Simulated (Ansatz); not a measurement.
# P on Al(111): change of the work function, part 4 of 4

How does P on the fcc site change the work function of Al(111) as the layer fills?

Ansatz 0.2.0; plane-wave DFT, PBE, Ansatz PAW.

So far, work function, upper face (eV): step 2 (the clean slab) 4.02; step 3 (37 atoms, coverage 0.111 ML, cell 3x3) 4.45; step 4 (17 atoms, coverage 0.25 ML, cell 2x2) 4.91.

**5. Adsorbate added, k-mesh 6×6×1, coverage 0.5 ML**

System of this step: Al8P (P/Al(111)). The cell holds 18 atoms: 16 Al and 2 P. Its edges and angles: a = 5.728 Å, b = 5.728 Å, c = 26.625 Å, α = 90.0°, β = 90.0°, γ = 60.0°. Vacuum lies along c.

Another coverage, to see how the dipoles act on each other as their distance changes.

Contents of input.yaml:

```yaml
crystal:
  lattice:
    - [5.7275649276, 0.0, 0.0]
    - [2.8637824638, 4.9602167292, 0.0]
    - [0.0, 0.0, 26.6252150052]
  atoms:
    - { symbol: Al, position: [0.0, 0.0, 0.3380254394] }
    - { symbol: Al, position: [0.1666666667, 0.1666666667, 0.4258470246] }
    - { symbol: Al, position: [0.3333333333, 0.3333333333, 0.5116938848] }
    - { symbol: Al, position: [0.0, 0.0, 0.5993383424] }
    - { symbol: Al, position: [0.0, 0.5, 0.3380254394] }
    - { symbol: Al, position: [0.1666666667, 0.6666666667, 0.4258470246] }
    - { symbol: Al, position: [0.3333333333, 0.8333333333, 0.5116938848] }
    - { symbol: Al, position: [0.0, 0.5, 0.5993383424] }
    - { symbol: Al, position: [0.5, 0.0, 0.3380254394] }
    - { symbol: Al, position: [0.6666666667, 0.1666666667, 0.4258470246] }
    - { symbol: Al, position: [0.8333333333, 0.3333333333, 0.5116938848] }
    - { symbol: Al, position: [0.5, 0.0, 0.5993383424] }
    - { symbol: Al, position: [0.5, 0.5, 0.3380254394] }
    - { symbol: Al, position: [0.6666666667, 0.6666666667, 0.4258470246] }
    - { symbol: Al, position: [0.8333333333, 0.8333333333, 0.5116938848] }
    - { symbol: Al, position: [0.5, 0.5, 0.5993383424] }
    - { symbol: P, position: [0.1666666667, 0.1666666667, 0.6619745606] }
    - { symbol: P, position: [0.6666666667, 0.1666666667, 0.6619745606] }
kpoints:
  mp_grid: { grid: [6, 6, 1] }
hamiltonian:
  xc: pbe
scf:
  occupations: { method: fermi_dirac, width: 0.1 }
  convergence: { dr2_threshold: 1.0e-08 }
efield:
  axis: 3
  dipole_correction: true
  ramp_position: 0.97
  ramp_width: 0.06
relax:
  f_tol: 0.02
  max_steps: 60
  constraints: [{ sites: [0, 1, 4, 5, 8, 9, 12, 13] }]
output:
  dos: { projected: true, e_range: [-8, 4] }
  write_potential: true
  write_density: true
  volumetric_format: npy
  elf: true
```

Command:

```bash
> ansatz run input.yaml --threads 2 --pin off --max-ram 4096MiB --backend cpu --events-out ev --progress --plain --runs-dir out
```

Numbers of over 12 decimals in the logs are rounded to 6 here.

The log of the run:

```text
[...]
Crystal: 18 atoms, lattice volume = 756.421 Å³
Basis set: ecut = 420 eV, 14885 PW (Γ), exchange–correlation on 80×80×360 points (8 copies of the dense FFT grid, shifted against one another)
Bands: 47, of which v1, the nominal top of the filled ones, is band 29 counted from 1 (28 counted from 0)
Symmetry: 4 space group operations
[...]
- { symbol: Al, position: [0.5, 0.500000, 0.3380254394] }
    - { symbol: Al, position: [0.666667, 0.666667, 0.4258470246] }
    - { symbol: Al, position: [0.831738, 0.836524, 0.510570] }
    - { symbol: Al, position: [0.493128, 0.513744, 0.597786] }
    - { symbol: P, position: [0.150276, 0.199447, 0.664667] }
    - { symbol: P, position: [0.650276, 0.199447, 0.664667] }
[key lines of the parts left out:]
SCF converged after 6 iterations
Free energy (F): -10109.211901 eV
Fermi energy:    0.398266 eV
Dipole field:    D = -0.036898 V/Å  (p = -0.154244 e·Å, saw-weighted, corrected)
Work function:   Φ+ = 5.0395 eV   Φ− = 4.0570 eV
```

The job ended after 1.7 min (2 threads of Arm Neoverse V1, shared host; peak memory 1.1 GiB; 3.4 min of CPU time).

The steps of the relaxation:

```
step  energy less that of the first step (eV)  largest force component (eV/Å)
   1                                   0.0000                          0.8955
   2                                  -0.1590                          0.3975
   3                                  -0.2136                          0.0572
   4                                  -0.2159                          0.0455
   5                                  -0.2171                          0.0043
```

The run keeps the 4 symmetry operations that it works with, so distortions that break them were not tested.

The atoms that moved most (Å):

```
atom     dx      dy      dz  length
 P18  0.000   0.163   0.072   0.178
 P17  0.000   0.163   0.072   0.178
 Al4  0.000  -0.079   0.041   0.089
Al12  0.000  -0.079   0.041   0.089
Al16  0.000   0.068  -0.041   0.080
 Al8  0.000   0.068  -0.041   0.080
 Al3  0.000  -0.016   0.047   0.050
Al11  0.000  -0.016   0.047   0.050
```

The relaxed structure:

```xyz
18
Lattice="5.7276 0.0000 0.0000 2.8638 4.9602 0.0000 0.0000 0.0000 26.6252" Properties=species:S:1:pos:R:3
Al    0.0000    0.0000    9.0000
Al    1.4319    0.8267   11.3383
Al    2.8638    1.6371   13.6713
Al    0.0000   -0.0789   15.9983
Al    1.4319    2.4801    9.0000
Al    2.8638    3.3068   11.3383
Al    4.2957    4.1493   13.5940
Al    1.4319    2.5483   15.9162
Al    2.8638    0.0000    9.0000
Al    4.2957    0.8267   11.3383
Al    5.7276    1.6371   13.6713
Al    2.8638   -0.0789   15.9983
Al    4.2957    2.4801    9.0000
Al    5.7276    3.3068   11.3383
Al    7.1595    4.1493   13.5940
Al    4.2957    2.5483   15.9162
P     1.4319    0.9893   17.6969
P     4.2957    0.9893   17.6969
```

The density of states has structure finer than the step of the table below, so its rows give means over 0.5 eV, whole bins alone (the curve runs from -8 to 1.98 eV). Peaks (eV: height): -3.91: 13.1, -2.83: 13.1, -1.53: 11.9, -0.15: 14.7, 0.18: 16.5, 0.69: 12.0, 1.02: 13.2.

Density of states against energy, zero at the Fermi level; means over each step:

```
energy (eV)  density of states (states/eV a cell)
       -7.5                                  4.78
       -7.0                                  3.25
       -6.5                                  4.99
       -6.0                                  4.46
       -5.5                                  5.03
       -5.0                                  6.15
       -4.5                                  5.46
       -4.0                                  7.05
       -3.5                                  6.21
       -3.0                                  7.80
       -2.5                                  8.09
       -2.0                                  7.87
       -1.5                                  7.00
       -1.0                                  7.51
       -0.5                                  6.11
        0.0                                  9.47
        0.5                                  6.09
        1.0                                  8.38
        1.5                                  7.98
```

The relaxation took 5 steps and lowered the energy by 0.22 eV; the largest force on the free atoms ends at 0.0043 eV/Å.

The covered face has 5.04 eV, +1.02 eV against the clean one; the bare back face has moved by +0.04 eV, a measure of how thin the slab is.

**6. The covered slab, k-mesh 12×12×1, coverage 1 ML**

System of this step: Al4P (P/Al(111)). The cell holds 5 atoms: 4 Al and 1 P. Its edges and angles: a = 2.864 Å, b = 2.864 Å, c = 26.625 Å, α = 90.0°, β = 90.0°, γ = 60.0°. Vacuum lies along c.

Another coverage, to see how the dipoles act on each other as their distance changes.

input.yaml, the sections that differ from step 5:

```yaml
crystal:
  lattice:
    - [2.8637824638, 0.0, 0.0]
    - [1.4318912319, 2.4801083646, 0.0]
    - [0.0, 0.0, 26.6252150052]
  atoms:
    - { symbol: Al, position: [0.0, 0.0, 0.3380254394] }
    - { symbol: Al, position: [0.3333333333, 0.3333333333, 0.4258470246] }
    - { symbol: Al, position: [0.6666666667, 0.6666666667, 0.5116938848] }
    - { symbol: Al, position: [0.0, 0.0, 0.5993383424] }
    - { symbol: P, position: [0.3333333333, 0.3333333333, 0.6619745606] }
kpoints:
  mp_grid: { grid: [12, 12, 1] }
relax:
  f_tol: 0.02
  max_steps: 60
  constraints: [{ sites: [0, 1] }]
output:
  write_potential: true
  write_density: true
  volumetric_format: npy
# hamiltonian, scf, efield: as in step 5
```

The log of the run:

```text
[...]
Crystal: 5 atoms, lattice volume = 189.105 Å³
Basis set: ecut = 420 eV, 3701 PW (Γ), exchange–correlation on 40×40×360 points (8 copies of the dense FFT grid, shifted against one another)
Bands: 14, of which v1, the nominal top of the filled ones, is band 9 counted from 1 (8 counted from 0)
Symmetry: 6 space group operations
[...]
--- Relaxed structure (5 steps of the walk, 5 accepted, 0 SCFs on fresh bases) ---
  F+E_penalty+E_count = -2904.77938272 eV   max|allowed force component| = 3.267e-3 eV/Å
  atoms:
[...]
- { symbol: Al, position: [0.333333, 0.333333, 0.4258470246] }
    - { symbol: Al, position: [0.666667, 0.666667, 0.513650] }
[...]
- { symbol: P, position: [0.333333, 0.333333, 0.673044] }
[key lines of the parts left out:]
SCF converged after 6 iterations
Free energy (F): -2904.779383 eV
Fermi energy:    1.066163 eV
Dipole field:    D = -0.024249 V/Å  (p = -0.025342 e·Å, saw-weighted, corrected)
Work function:   Φ+ = 4.8043 eV   Φ− = 4.1586 eV
```

Elapsed: 12 s, on 2 threads; peak memory 0.38 GiB; 23 s of CPU time.

Step by step:

```
step  energy less that of the first step (eV)  largest force component (eV/Å)
   1                                   0.0000                          1.8508
   2                                  -0.1290                          1.0237
   3                                  -0.2219                          0.1816
   4                                  -0.2265                          0.0484
   5                                  -0.2267                          0.0033
```

Forces are held to the 6 operations that the run works with; a distortion that breaks them can't arise in this run.

The atoms that moved most (Å):

```
atom     dx     dy     dz  length
  P5  0.000  0.000  0.295   0.295
 Al3  0.000  0.000  0.052   0.052
```

The relaxed structure:

```xyz
5
Lattice="2.8638 0.0000 0.0000 1.4319 2.4801 0.0000 0.0000 0.0000 26.6252" Properties=species:S:1:pos:R:3
Al    0.0000    0.0000    9.0000
Al    1.4319    0.8267   11.3383
Al    2.8638    1.6534   13.6761
Al    0.0000    0.0000   15.9557
P     1.4319    0.8267   17.9199
```

Running mean over 2.338 Å of the planar mean; the ramp of the sawtooth is left out. The electron's electrostatic potential energy less the Fermi level by z:

z (Å), electron's electrostatic potential energy less the Fermi level (eV) and a bar from the least value:
```
        4       4.16 #############################
        5       4.15 #############################
        6       4.06 ############################
        7       3.03 ##########################
        8      -1.30 ################
        9      -4.36 #########
       10      -4.53 #########
       11      -4.56 #########
       12      -4.57 #########
       13      -4.58 #########
       14      -4.70 #########
       15      -4.91 ########
       16      -5.14 ########
       17      -8.49 
       18      -7.22 ###
       19      -1.92 ###############
       20       4.18 #############################
       21       4.77 ##############################
       22       4.80 ##############################
       23       4.80 ##############################
```

The relaxation took 5 steps and lowered the energy by 0.23 eV; the largest force on the free atoms ends at 0.0033 eV/Å.

The covered face has 4.80 eV, +0.78 eV against the clean one; the bare back face has moved by +0.14 eV, a measure of how thin the slab is.

**7. Work function against coverage**

This step: plane-wave DFT, PBE, Ansatz PAW; work function against coverage (Ansatz 0.2.0).

The runs are now put side by side.

Numbers from this step:

```
work function of the clean face     : 4.021 eV
largest change of the work function : 1.019 eV
```

Table of work function of the covered face by coverage:

```
coverage (adsorbates/nm²)  work function of the covered face (eV)
                     0.00                                    4.02
                     1.56                                    4.45
                     3.52                                    4.91
                     7.04                                    5.04
                    14.08                                    4.80
```

The dipole per adsorbate comes from the change of the cell's dipole. Coverage, by row:

```
coverage (1/nm²)  coverage (ML)  work function (eV)  change (eV)  dipole per adsorbate, positive end outwards (debye)  mean height of the added atoms over the highest substrate atom (Å)
           1.564         0.1111               4.447       0.4264                                               -0.755                                                               1.561
            3.52           0.25               4.913       0.8927                                               -0.708                                                               1.596
            7.04            0.5               5.039        1.019                                                -0.37                                                               1.699
           14.08              1               4.804       0.7838                                               -0.121                                                               1.964
```

**8. Outcome**

* work function of the clean face: 4.02 eV
* work function at 0.11 ML: 4.45 eV
* work function at 0.25 ML: 4.91 eV
* work function at 0.5 ML: 5.04 eV
* work function at 1 ML: 4.80 eV
* dipole per adsorbate at 0.11 ML, positive end outwards: -0.76 D

P raises the work function of Al(111) at the lowest coverage, by 0.43 eV: the adsorbate layer has its negative end outwards. The dipole per adsorbate falls from 0.76 to 0.12 D as the layer fills. Neighbouring dipoles depolarise each other, and heights and bonding change with coverage too. The slab has 4 layers, at the tabulated experimental lattice constant, one starting site was run, and quantum-size effects of a slab this thin can reach one or two tenths of an eV.

[Logs are printed without paths, hosts, clocks, repeated set-up lines and the standing remarks that a program may print on its own settings, such as how far it seeks lower states.]

[Hosts, paths, dates, database ids (printed as entryN), source tags and the programs' standing remarks are cut or masked in the printed files.]

[Maps of the electrostatic potential energy from Ansatz leave out the sawtooth potential of an applied field or a dipole correction, so their vacuum need not be flat; planar profiles and work functions include it.]

[The density of states shown here was stored with 400 of the rows of the run's finer table, so its peaks can read low, often by over a quarter, or be missed, and its means over a window can be off by a tenth or more.]
